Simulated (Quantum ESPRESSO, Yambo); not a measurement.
**Si3N4 (Fd-3m): G0W0 in Yambo against the screening cutoff**

Wanted: the cheapest screening cutoff that holds the gap of Si3N4 (Fd-3m).

Main program and level: Yambo 5.3.0; PBE and many-body steps on it, plane waves.

## Step 1: Starting point

The structure is cubic, space group Fd-3m (No. 227). Conventional cell: a = 7.787 Å, b = 7.787 Å, c = 7.787 Å, α = 90.00°, β = 90.00°, γ = 90.00°. Nearest to Si lie 6 N at 1.89 Å. Nearest to Si lie 4 N at 1.79 Å. Nearest to N lie 4 Si at 1.79 to 1.89 Å. Farther neighbours and most contacts between anions are not listed.

As a file:

```cif
data_structure
_symmetry_space_group_name_H-M 'Fd-3m:1'
_symmetry_Int_Tables_number 227
_cell_length_a 7.7874
_cell_length_b 7.7874
_cell_length_c 7.7874
_cell_angle_alpha 90.000
_cell_angle_beta 90.000
_cell_angle_gamma 90.000
_cell_volume 472.26
loop_
_atom_site_label
_atom_site_type_symbol
_atom_site_symmetry_multiplicity
_atom_site_Wyckoff_symbol
_atom_site_fract_x
_atom_site_fract_y
_atom_site_fract_z
_atom_site_occupancy
Si1 Si 16 d 0.37500 0.87500 0.12500 1
Si2 Si 8 a 0.25000 0.25000 0.25000 1
N1 N 32 e 0.36756 0.86756 0.36756 1
```

The cell and positions are those that the Materials Project relaxed with its own functionals (PBE, PBE+U or r2SCAN), kept fixed. This is not the form that Si3N4 usually takes at ambient conditions.

## Step 2: 1.5 Ha

This step: Yambo 5.3.0; G0W0 on PBE, plane waves, norm-conserving pseudopotentials.

Now the one-shot GW correction: screening in the RPA, then the self-energy of the levels asked for.

gw7.in reads:

```
HF_and_locXC
gw0
dyson
ppa
em1d
rim_cut
RandQpts= 1000000
RandGvec= 1 RL
EXXRLvcs= 72 Ry
VXCRLvcs= 288 Ry
Chimod= "HARTREE"
% BndsRnXp
 1 | 121 |
%
NGsBlkXp= 3 Ry
% LongDrXp
 1 | 1 | 1 |
%
% GbndRnge
 1 | 121 |
%
DysSolver= "n"
ExtendOut
PPAPntXp= 27.21138 eV
% QPkrange
 6 | 6 | 31 | 34 |
 1 | 1 | 31 | 34 |
%
```

Started as:

```sh
$ OMP_NUM_THREADS=2 mpirun -n 4 yambo -F gw7.in -J gw7 -C gw7 > gw7.log
```

The program printed:

```text
 Yambo, version 5.3.0

 [02] CORE Variables Setup
 =========================

  [... cell, symmetries and grids as in the set-up ...]

  [02.05] Energies & Occupations
  ==============================

  [X] === General ===
  [X] Electronic Temperature                        :  0.000000  0.000000 [eV K]
  [X] Bosonic    Temperature                        :  0.000000  0.000000 [eV K]
  [X] Finite Temperature mode                       : no
  [X] El. density                                   :  0.54207E+24 [cm-3]
  [X] Fermi Level                                   :  10.95512 [eV]

  [X] === Gaps and Widths ===
  [X] Conduction Band Min                           :  3.398216 [eV]
  [X] Valence Band Max                              :  0.000000 [eV]
  [X] Filled Bands                                  :   32
  [X] Empty Bands                                   :    33   384
  [X] Direct Gap                                    :  3.406484 [eV]
  [X] Direct Gap localized at k                     :  1
  [X] Indirect Gap                                  :  3.398216 [eV]
  [X] Indirect Gap between kpts                     :   6   1
  [X] Last valence band width                       :  0.702966 [eV]
  [X] 1st conduction band width                     :  3.290624 [eV]

 [03] Transferred momenta grid and indexing
 ==========================================

 IBZ Q-points                                      :   8
 BZ  Q-points                                      :   64

 K/Q-points units:
 rlu = crystal or reduced units; cc = cartesian coordinates; iku = interal k-units

 Q [1]          [rlu]:  0.000000  0.000000  0.000000
 Q [2]          [rlu]:  0.22808E-16 -0.49479E-17  0.25000
 Q [3]          [rlu]: -0.45615E-16  0.98957E-17 -0.50000
 Q [4]          [rlu]: -0.10477E-17  0.25000      0.25000
 Q [5]          [rlu]:  0.92967E-17  0.25000      0.50000
 Q [6]          [rlu]:  0.10266E-15  0.25000     -0.25000
 Q [7]          [rlu]:  0.20954E-17 -0.50000     -0.50000
 Q [8]          [rlu]:  0.250000 -0.500000 -0.250000

 [04] Coloumb potential Random Integration (RIM)
 ===============================================

  [04.01] RIM initialization
  ==========================

  * Diagonal components only detected *

  8 x (sBL volume)        :  0.038916 [a.u.]
  sBZ random points       :  1000000
  Points outside the sBZ  :   7996195
  RL volume               :  0.311329 [a.u.]
  Integrated volume       :  0.311477 [a.u.]

  [04.02] RIM integrals
  =====================

  Gamma point sphere radius             :  0.061470 [a.u.]
  Points outside the sphere             :   799659
  [Int_sBZ(q=0) 1/q^2]*(Vol_sBZ)^(-1/3) =:  7.764404
                                 should be <:  7.795600

  Summary of Coulomb integrals for non-metallic bands |Q|[au] RIM/Bare

  Q [1] 0.100000E-4 0.995998 * Q [2] 0.184879 1.064860
  Q [4] 0.213480 1.063764 * Q [6] 0.301906 1.026684
  Q [5] 0.354016 1.019317 * Q [3] 0.369758 1.017217
  Q [7] 0.426959 1.013693 * Q [8] 0.477355 1.010740

 [WARNING] [Xp] User bands 1-121 break level degeneracy

 [05] Dipoles
 ============

  [05.01] Setup: observables and procedures
  =========================================

  [WARNING] [x,Vnl] slows the Dipoles computation. To neglect it rename the ns.kb_pp file

 [06] Dynamic Dielectric Matrix (PPA)
 ====================================

 [WR./gw7//ndb.pp]---------------------------------------------------------------
  Brillouin Zone Q/K grids (IBZ/BZ)                :    8   64    8   64
  RL vectors                                       :   9577 [WF]
  Coulomb cutoff potential                         : none
  Electronic Temperature                           :  0.000000 [K]
  Bosonic    Temperature                           :  0.000000 [K]
  PPA    diel. fun.  energies                      : Perdew, Burke & Ernzerhof(X)+Perdew, Burke & Ernzerhof(C)
  wavefunctions                                    : Perdew, Burke & Ernzerhof(X)+Perdew, Burke & Ernzerhof(C)
  Global Gauge                                     : length
  X matrix size                                    :   89
  X band range                                     :    1  121
  X e/h energy range                               : -1.000000 -1.000000 [eV]
  X Time ordering                                  : R
  X Hxc Kernel                                     : HARTREE
  X Drude frequency                                :  0.000000  0.000000
  X poles                                          :  100.0000 [o/o]
  RL vectors in the sum                            :   9577
  [r,Vnl] included                                 : yes
  Field direction                                  :  0.577350E-5  0.577350E-5  0.577350E-5
  BZ energy Double Grid                            : no
  BZ energy DbGd points                            : 0
  BZ Q point size factor                           : -1.000000
  X Optical Averaged directions                    : none

 [07] Local Exchange-Correlation + Non-Local Fock
 ================================================

 [VXC] Plane waves :   65763
 [EXS] Plane waves :   8291

 QP @ state[ 1 ] K range:  1  1
 QP @ state[ 1 ] b range:   31   34
 QP @ state[ 2 ] K range:   6   6
 QP @ state[ 2 ] b range:   31   34

 [xc] Functional : Perdew, Burke & Ernzerhof(X)+Perdew, Burke & Ernzerhof(C)
 [xc] LIBXC used to calculate xc functional
  PP Number of Atomic Species                      :  2
  NLCC RL compoments                               :   65763
  PP Number of Atomic Species                      :  2
  NLCC RL compoments                               :   65763

 [xc] E_xc :  -28.73699 [Ha]
      E_xc :  -57.47398 [Ry]

  Local XC kind (lXC) : Perdew, Burke & Ernzerhof(X)+Perdew, Burke & Ernzerhof(C)
  Non-Local XC kind (nlXC) : Hartree-Fock

  Corrections @ K [1] :  [eV]
 <31|nlXC|31> = -21.42823 -0.75836E-17 <31|lXC|31> = -17.68827  0.000000
 <32|nlXC|32> = -21.42821 -0.27358E-17 <32|lXC|32> = -17.68827  0.000000
 <33|nlXC|33> = -6.721588 -0.12841E-18 <33|lXC|33> = -11.36948  0.000000
 <34|nlXC|34> = -6.721591  0.11409E-18 <34|lXC|34> = -11.36948  0.000000

  Corrections @ K [6] :  [eV]
 <31|nlXC|31> = -20.81630  0.48615E-17 <31|lXC|31> = -16.87490 -0.37763E-15
 <32|nlXC|32> = -21.47475 -0.15296E-16 <32|lXC|32> = -17.76122  0.37763E-15
 <33|nlXC|33> = -6.589471 -0.61142E-18 <33|lXC|33> = -11.63886  0.000000
 <34|nlXC|34> = -7.017724  0.12919E-17 <34|lXC|34> = -12.25120 -0.18882E-15

 [08] Dyson equation: Newton solver
 ==================================

  [08.01] G0W0 (W PPA)
  ====================

  [  GW  ] Bands range     :    1  121
  [GW/PPA] G damping       :  0.100000 [eV]

  QP @ state[ 1 ] K range:  1  1
  QP @ state[ 1 ] b range:   31   34
  QP @ state[ 2 ] K range:   6   6
  QP @ state[ 2 ] b range:   31   34

   Sc/G bands                                       :    1  121
   Sc/G damping                                     :  0.100000 ev
   Sc bands terminator                              : no
   Sx RL components                                 :   8291

   QP @ state[ 1 ] K range                          :  1  1
   QP @ state[ 1 ] b range                          :   31   34
   QP @ state[ 2 ] K range                          :   6   6
   QP @ state[ 2 ] b range                          :   31   34
   GF energies kind                                 : Perdew, Burke & Ernzerhof(X)+Perdew, Burke & Ernzerhof(C)
   GF WF`s kind                                     : Perdew, Burke & Ernzerhof(X)+Perdew, Burke & Ernzerhof(C)
   Xs energies kind                                 : Perdew, Burke & Ernzerhof(X)+Perdew, Burke & Ernzerhof(C)
   Xs WF`s kind                                     : Perdew, Burke & Ernzerhof(X)+Perdew, Burke & Ernzerhof(C)

 [11] Game Over & Game summary
```

Run time: 2.6 min. Hardware: 4 MPI ranks of AMD EPYC 7R43, shared host; peak memory 3.4 GiB; 18 min of CPU time.

This step gave:

| Property | Result |
| --- | --- |
| G0W0 gap on the points computed | 4.218 eV |
| starting gap on the mesh | 3.398 eV |
| k of the valence top | 0, 0.25, -0.25 |
| k of the conduction bottom | 0, 0, 0 |
| least direct G0W0 gap on the computed points | 4.258 eV |
| Z at the valence top | 0.8220 |
| Z at the conduction bottom | 0.8477 |

The gap on the mesh goes from 3.40 eV to 4.22 eV, a correction of +0.82 eV.

## Step 3: 2.5 Ha

gw8.in, as its differences from gw7.in of step 2:

```diff
@@ -14,3 +14,3 @@
 %
-NGsBlkXp= 3 Ry
+NGsBlkXp= 5 Ry
 % LongDrXp
```

Started as:

```sh
$ OMP_NUM_THREADS=2 mpirun -n 4 yambo -F gw8.in -J gw8 -C gw8 > gw8.log
```

The program printed:

```text
 Yambo, version 5.3.0

 [02] CORE Variables Setup
 =========================

  [... cell, symmetries and grids as in the set-up ...]

  [02.05] Energies & Occupations
  ==============================

  [X] === General ===
  [X] Electronic Temperature                        :  0.000000  0.000000 [eV K]
  [X] Bosonic    Temperature                        :  0.000000  0.000000 [eV K]
  [X] Finite Temperature mode                       : no
  [X] El. density                                   :  0.54207E+24 [cm-3]
  [X] Fermi Level                                   :  10.95512 [eV]

  [X] === Gaps and Widths ===
  [X] Conduction Band Min                           :  3.398216 [eV]
  [X] Valence Band Max                              :  0.000000 [eV]
  [X] Filled Bands                                  :   32
  [X] Empty Bands                                   :    33   384
  [X] Direct Gap                                    :  3.406484 [eV]
  [X] Direct Gap localized at k                     :  1
  [X] Indirect Gap                                  :  3.398216 [eV]
  [X] Indirect Gap between kpts                     :   6   1
  [X] Last valence band width                       :  0.702966 [eV]
  [X] 1st conduction band width                     :  3.290624 [eV]

 [03] Transferred momenta grid and indexing
 ==========================================

 IBZ Q-points                                      :   8
 BZ  Q-points                                      :   64

 K/Q-points units:
 rlu = crystal or reduced units; cc = cartesian coordinates; iku = interal k-units

 Q [1]          [rlu]:  0.000000  0.000000  0.000000
 Q [2]          [rlu]:  0.22808E-16 -0.49479E-17  0.25000
 Q [3]          [rlu]: -0.45615E-16  0.98957E-17 -0.50000
[...]
NLCC RL compoments                               :   65763
  PP Number of Atomic Species                      :  2
  NLCC RL compoments                               :   65763

 [xc] E_xc :  -28.73699 [Ha]
      E_xc :  -57.47398 [Ry]

  Local XC kind (lXC) : Perdew, Burke & Ernzerhof(X)+Perdew, Burke & Ernzerhof(C)
  Non-Local XC kind (nlXC) : Hartree-Fock

  Corrections @ K [1] :  [eV]
 <31|nlXC|31> = -21.42823 -0.75836E-17 <31|lXC|31> = -17.68827  0.000000
 <32|nlXC|32> = -21.42821 -0.27358E-17 <32|lXC|32> = -17.68827  0.000000
 <33|nlXC|33> = -6.721588 -0.12841E-18 <33|lXC|33> = -11.36948  0.000000
[...]
Corrections @ K [6] :  [eV]
[...]
<33|nlXC|33> = -6.589471 -0.61142E-18 <33|lXC|33> = -11.63886  0.000000
 <34|nlXC|34> = -7.017724  0.12919E-17 <34|lXC|34> = -12.25120 -0.18882E-15

 [08] Dyson equation: Newton solver
 ==================================

  [08.01] G0W0 (W PPA)
  ====================

  [  GW  ] Bands range     :    1  121
  [GW/PPA] G damping       :  0.100000 [eV]

  QP @ state[ 1 ] K range:  1  1
  QP @ state[ 1 ] b range:   31   34
  QP @ state[ 2 ] K range:   6   6
  QP @ state[ 2 ] b range:   31   34

   Sc/G bands                                       :    1  121
   Sc/G damping                                     :  0.100000 ev
   Sc bands terminator                              : no
   Sx RL components                                 :   8291

   QP @ state[ 1 ] K range                          :  1  1
   QP @ state[ 1 ] b range                          :   31   34
   QP @ state[ 2 ] K range                          :   6   6
   QP @ state[ 2 ] b range                          :   31   34
   GF energies kind                                 : Perdew, Burke & Ernzerhof(X)+Perdew, Burke & Ernzerhof(C)
   GF WF`s kind                                     : Perdew, Burke & Ernzerhof(X)+Perdew, Burke & Ernzerhof(C)
   Xs energies kind                                 : Perdew, Burke & Ernzerhof(X)+Perdew, Burke & Ernzerhof(C)
   Xs WF`s kind                                     : Perdew, Burke & Ernzerhof(X)+Perdew, Burke & Ernzerhof(C)

 [11] Game Over & Game summary
```

Wall time 3.2 min (4 MPI ranks); peak memory 3.4 GiB.

This step gave:

- G0W0 gap on the points computed: 4.278 eV
- starting gap on the mesh: 3.398 eV
- k of the valence top: 0, 0.25, -0.25
- k of the conduction bottom: 0, 0, 0
- least direct G0W0 gap on the computed points: 4.319 eV
- Z at the valence top: 0.8151
- Z at the conduction bottom: 0.8452

Against the run before, the gap moves by +0.060 eV.

## Step 4: 4.75 Ha

gw9.in, as its differences from gw8.in of step 3:

```diff
@@ -14,3 +14,3 @@
 %
-NGsBlkXp= 5 Ry
+NGsBlkXp= 9.5 Ry
 % LongDrXp
```

Started as:

```sh
$ OMP_NUM_THREADS=2 mpirun -n 4 yambo -F gw9.in -J gw9 -C gw9 > gw9.log
```

The program printed:

```text
 Yambo, version 5.3.0

 [02] CORE Variables Setup
 =========================

  [... cell, symmetries and grids as in the set-up ...]

  [02.05] Energies & Occupations
  ==============================

  [X] === General ===
  [X] Electronic Temperature                        :  0.000000  0.000000 [eV K]
  [X] Bosonic    Temperature                        :  0.000000  0.000000 [eV K]
  [X] Finite Temperature mode                       : no
  [X] El. density                                   :  0.54207E+24 [cm-3]
[...]
QP @ state[ 1 ] b range                          :   31   34
   QP @ state[ 2 ] K range                          :   6   6
   QP @ state[ 2 ] b range                          :   31   34
   GF energies kind                                 : Perdew, Burke & Ernzerhof(X)+Perdew, Burke & Ernzerhof(C)
   GF WF`s kind                                     : Perdew, Burke & Ernzerhof(X)+Perdew, Burke & Ernzerhof(C)
   Xs energies kind                                 : Perdew, Burke & Ernzerhof(X)+Perdew, Burke & Ernzerhof(C)
   Xs WF`s kind                                     : Perdew, Burke & Ernzerhof(X)+Perdew, Burke & Ernzerhof(C)

 [11] Game Over & Game summary
```

Elapsed: 6.8 min, on 4 MPI ranks; peak memory 3.4 GiB.

Numbers from this step:

- G0W0 gap on the points computed: 4.356 eV
- starting gap on the mesh: 3.398 eV
- k of the valence top: 0, 0.25, -0.25
- k of the conduction bottom: 0, 0, 0
- least direct G0W0 gap on the computed points: 4.406 eV

Against the run before, the gap moves by +0.078 eV.

## Step 5: 6 Ha

gw10.in, as its differences from gw9.in of step 4:

```diff
@@ -14,3 +14,3 @@
 %
-NGsBlkXp= 9.5 Ry
+NGsBlkXp= 12 Ry
 % LongDrXp
```

Started as:

```sh
$ OMP_NUM_THREADS=2 mpirun -n 4 yambo -F gw10.in -J gw10 -C gw10 > gw10.log
```

The program printed:

```text
 Yambo, version 5.3.0

 [02] CORE Variables Setup
 =========================

  [... cell, symmetries and grids as in the set-up ...]

  [02.05] Energies & Occupations
  ==============================

  [X] === General ===
  [X] Electronic Temperature                        :  0.000000  0.000000 [eV K]
  [X] Bosonic    Temperature                        :  0.000000  0.000000 [eV K]
  [X] Finite Temperature mode                       : no
  [X] El. density                                   :  0.54207E+24 [cm-3]
[...]
QP @ state[ 1 ] b range                          :   31   34
   QP @ state[ 2 ] K range                          :   6   6
   QP @ state[ 2 ] b range                          :   31   34
   GF energies kind                                 : Perdew, Burke & Ernzerhof(X)+Perdew, Burke & Ernzerhof(C)
   GF WF`s kind                                     : Perdew, Burke & Ernzerhof(X)+Perdew, Burke & Ernzerhof(C)
   Xs energies kind                                 : Perdew, Burke & Ernzerhof(X)+Perdew, Burke & Ernzerhof(C)
   Xs WF`s kind                                     : Perdew, Burke & Ernzerhof(X)+Perdew, Burke & Ernzerhof(C)

 [11] Game Over & Game summary
```

Run time: 7.9 min. Hardware: 4 MPI ranks; peak memory 3.4 GiB; 58 min of CPU time.

This step gave:

```
G0W0 gap on the points computed              : 4.357 eV
starting gap on the mesh                     : 3.398 eV
k of the valence top                         : 0, 0.25, -0.25
k of the conduction bottom                   : 0, 0, 0
least direct G0W0 gap on the computed points : 4.408 eV
```

Against the run before, the gap moves by +0.001 eV.

## Step 6: The runs together

Times are wall times on 4 MPI ranks of AMD EPYC 7R43, shared host, good to a factor of about two.

```tsv
run	mesh	bands	screening cutoff (eV)	DFT gap (eV)	gap on the mesh (eV)	direct (eV)	time
1.5 Ha	4×4×4	121	40.8	3.398	4.218	4.258	2.6 min
2.5 Ha	4×4×4	121	68	3.398	4.278	4.319	3.2 min
4.75 Ha	4×4×4	121	129.3	3.398	4.356	4.406	6.8 min
6 Ha	4×4×4	121	163.3	3.398	4.357	4.408	7.9 min
```

## Step 7: Outcome

| Item | Value |
| --- | --- |
| 1.5 Ha | 4.218 eV |
| 2.5 Ha | 4.278 eV |
| 4.75 Ha | 4.356 eV |
| 6 Ha | 4.357 eV |
| known limits | not at the basis limit |

What this shows: The setting moved: screening cutoff. From 1.5 Ha to 6 Ha the gap moves by +0.14 eV, for 3.1 times the time. It holds to 0.03 eV from 4.75 Ha on. Bands and screening cutoff are coupled, so a series along one setting does not show full convergence. Bands and cutoff are finite, so the gap is not at the basis limit. The miss can reach some tenths of an eV and take either sign; the mesh is an error of its own. In the G0W0 runs levels were corrected at 2 k points alone, so a gap called «on the mesh» is the least over those, and an edge elsewhere would be missed.

[Paths, hosts, dates, memory and timing lines, banners, echoed tables and standing remarks are left out of the program output.]

[Logs are printed without paths, hosts, clocks, repeated set-up lines and the standing remarks that a program may print on its own settings, such as how far it seeks lower states.]

[Runs of the session that timed out or met a known fault of the program may be left out.]

[Hosts, paths, dates, database ids (printed as entryN), source tags and the programs' standing remarks are cut or masked in the printed files.]
